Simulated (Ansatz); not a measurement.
# CaSiS3 (model cell, started as cubic perovskite with Si in the octahedra): a soft mode frozen in, part 2 of 2

Wanted: the energy along a soft mode of CaSiS3 (model cell, started as cubic perovskite with Si in the octahedra) and the structure at the end.

Ansatz 0.2.0; DFT LDA, scalar-relativistic, plane waves, PAW; PAW set soft_1.

So far. Step 4 (The mode frozen in, largest atomic shift 0.6 Å): The run ends at a pressure of -1.23 GPa, with forces up to 0.081 eV/Å. Step 5 (Energy along the mode, all amplitudes (two of the runs …): The lowest of the steps tried is the last one, at 0.6 Å, 99.1 meV/atom below the parent; the bottom of the well need not coincide with a step.

The structure was built from a prototype and need not be the compound's stable phase.

**7. The new phase in its own primitive cell**

The relaxed structure is symmetrised, reduced to its primitive cell and relaxed tightly, as its phonons need.

Input file input.yaml:

```yaml
crystal:
  lattice:
    - [-3.0307618224, 3.0307618224, 4.8749977025]
    - [3.0307618224, -3.0307618224, 4.8749977025]
    - [3.0307618224, 3.0307618224, -4.8749977025]
  atoms:
    - { symbol: Ca, position: [0.75, 0.25, 0.5] }
    - { symbol: Ca, position: [0.25, 0.75, 0.5] }
    - { symbol: Si, position: [0.0, 0.0, 0.0] }
    - { symbol: Si, position: [0.5, 0.5, 0.0] }
    - { symbol: S, position: [0.8246777703, 0.3246777703, 0.1493555407] }
    - { symbol: S, position: [0.1753222297, 0.6753222297, 0.8506444593] }
    - { symbol: S, position: [0.75, 0.75, 0.0] }
    - { symbol: S, position: [0.25, 0.25, 0.0] }
    - { symbol: S, position: [0.6753222297, 0.8246777703, 0.5] }
    - { symbol: S, position: [0.3246777703, 0.1753222297, 0.5] }
kpoints:
  mp_grid: { grid: [8, 8, 8] }
hamiltonian:
  xc: lda
  pseudopotentials: { kind: paw, azcp: { folder: soft_1 }, xc_functional: pbe }
scf:
  occupations: { method: fixed }
output:
  forces: true
  stress: true
  eigenvalues: true
relax:
  adjacent_minimum: "off"
  f_tol: 0.001
  max_steps: 60
  cell: { stress_tol: 0.01 }
```

Started as:

```sh
$ ansatz run input.yaml --threads 4 --pin off --max-ram 16384MiB --backend cpu --events-out ev --progress --plain --runs-dir out
```

The job ended after 29 s (4 threads of Arm Neoverse V1, shared host; peak memory 0.69 GiB; 1.9 min of CPU time).

Little changed from the start: no atom moved by 0.005 Å and no cell edge by 0.1 %.

Numbers from this step:

| Quantity | Value |
| --- | --- |
| pressure | -0.001251 GPa |
| gap on the k-mesh | 0.2488 eV |
| direct gap on mesh | 0.3029 eV |

The largest force component left is 0.33 meV/Å and the pressure is -0.001 GPa, within the tolerances set. The cell now holds 17.91 Å³/atom.

**8. Modes of the new phase, occupations fixed**

A relaxed structure may still be a saddle point, so its zone-centre modes are computed. No field response is asked.

Input file input.yaml:

```yaml
crystal:
  lattice:
    - [-3.0301885059, 3.0301885059, 4.8766300214]
    - [3.0301885059, -3.0301885059, 4.8766300214]
    - [3.0301885059, 3.0301885059, -4.8766300214]
  atoms:
    - { symbol: Ca, position: [0.75, 0.25, 0.5] }
    - { symbol: Ca, position: [0.25, 0.75, 0.5] }
    - { symbol: Si, position: [0.0, 0.0, 0.0] }
    - { symbol: Si, position: [0.5, 0.5, 0.0] }
    - { symbol: S, position: [0.8248784638, 0.3248784638, 0.1497569277] }
    - { symbol: S, position: [0.1751215362, 0.6751215362, 0.8502430723] }
    - { symbol: S, position: [0.75, 0.75, 0.0] }
    - { symbol: S, position: [0.25, 0.25, 0.0] }
    - { symbol: S, position: [0.6751215362, 0.8248784638, 0.5] }
    - { symbol: S, position: [0.3248784638, 0.1751215362, 0.5] }
kpoints:
  mp_grid: { grid: [8, 8, 8] }
hamiltonian:
  xc: lda
  pseudopotentials: { kind: paw, azcp: { folder: soft_1 }, xc_functional: pbe }
scf:
  occupations: { method: fixed }
output:
  eigenvalues: true
phonons:
  method: dfpt
```

Wall time 8.3 min (4 threads); peak memory 5.3 GiB; 33 min of CPU time.

Numbers from this step:

```yaml
sum_rule_residual_before_enforcement: 6.84e-5 eV/Å²
point_group: 4/mmm
highest_optical_mode_at_the_zone_centre_no_lo_to_term: 421.7 cm⁻¹
lowest_optical_zone_centre_mode: -285.3 cm⁻¹
```

Patterns of degenerate modes are one choice out of their space. The modes at Γ (shares of kinetic energy by element, %) (negative means imaginary):

```tsv
mode	frequency (cm⁻¹)	symmetry	Ca %	Si %	S %
1	-285.3	A2u	0	77	23
2	-37.6	Eg	10	0	90
3	-37.6	Eg	10	0	90
4	0.0	acoustic	24	17	59
5	0.0	acoustic	24	17	59
6	0.0	acoustic	24	17	59
7	85.3	Eu	0	12	88
8	85.3	Eu	0	12	88
9	121.8	Eu	73	10	17
10	121.8	Eu	73	10	17
11	123.2	Eg	85	0	15
12	123.2	Eg	85	0	15
13	136.8	A2g	0	0	100
14	171.0	B2g	94	0	6
15	188.7	A2u	66	6	28
16	195.2	Eu	3	34	64
17	195.2	Eu	3	34	64
18	202.7	B1u	0	0	100
19	211.3	Eg	4	0	96
20	211.3	Eg	4	0	96
21	248.4	A1g	0	0	100
22	282.5	A1u	0	100	0
23	286.6	A2u	9	0	91
24	288.9	B1g	0	0	100
25	300.8	B2g	6	0	94
26	386.2	A2g	0	0	100
27	413.8	Eu	0	43	57
28	413.8	Eu	0	43	57
29	421.7	Eu	0	84	16
30	421.7	Eu	0	84	16
```

Displacements in mode 1 (-285.3 cm⁻¹), the largest set to 1:
```
Ca1  0.00  0.00 -0.02
Ca2  0.00  0.00 -0.02
Si3  0.00  0.00  1.00
Si4  0.00  0.00  1.00
S5   0.00  0.00 -0.23
S6   0.00  0.00 -0.23
S7   0.00  0.00 -0.40
S8   0.00  0.00 -0.40
S9   0.00  0.00 -0.23
S10  0.00  0.00 -0.23
```

Displacements in mode 8 (85.3 cm⁻¹), the largest set to 1:
```
Ca1  0.01  0.00  0.00
Ca2  0.01  0.00  0.00
Si3 -0.42 -0.14  0.00
Si4 -0.43 -0.08  0.00
S5  -0.33 -0.12  0.00
S6  -0.33 -0.12  0.00
S7   1.00  0.26  0.00
S8   1.00  0.26  0.00
S9  -0.31 -0.04  0.00
S10 -0.31 -0.04  0.00
```

Before it was imposed, the acoustic sum rule was missed by 6.8e-5 eV/Å². Small misses are needed for a sound result but don't prove that mesh and cutoff are converged. The lowest optical mode is imaginary, 285.3i cm⁻¹, so the energy falls along it.

**9. Results**

* unstable mode of the parent: q = (-0.5, -0.5, -0.5), 182i cm⁻¹
* depth at the lowest point sampled: 99.1 meV/atom
* largest atomic shift at that point: 0.6 Å
* space group reached (within 0.01 Å): I4/mcm
* energy gained over the parent (first relaxation, on the mesh of the frozen mode): 162 meV/atom
* volume per atom, phase reached: 17.9 Å³
* gap on the k-mesh, phase reached: 0.249 eV
* lowest optical zone-centre mode, phase reached: -285 cm⁻¹
* highest optical mode at the zone centre (no LO-TO term), phase reached: 422 cm⁻¹

**Reading.** Along this mode the structure falls into I4/mcm, 162 meV/atom below the parent. At the parent's cell the well is 99.13 meV/atom deep on the steps tried, with its lowest point at a shift of 0.6 Å. That is the last step tried, so the steps alone don't bracket the bottom of the well. Relaxing atoms and cell changes the gain by +62.95 meV/atom against the lowest step (energies at zero smearing). The new phase still has an imaginary mode at the zone centre of its cell, so it is a saddle point on the way to a lower structure. Of the 6 patterns followed to their end from this parent, this one ends 21.3 meV/atom above the lowest, R-3c. Each path keeps the symmetry of its pattern, so a lower phase may lie along a pattern not tried. With no gap, or one that is small against the smearing, the frequencies hang on the k mesh and the smearing, most of all near Kohn anomalies. The PAW files were made for PBE and serve the other functionals too. A phonon run warned that its eigensolver left some bands unconverged in a pass. The starting cell was built on a prototype and not taken from a measurement, so the phase need not exist.

[Logs are printed without paths, hosts, clocks, repeated set-up lines and the standing remarks that a program may print on its own settings, such as how far it seeks lower states.]

[Hosts, paths, dates, database ids (printed as entryN), source tags and the programs' standing remarks are cut or masked in the printed files.]
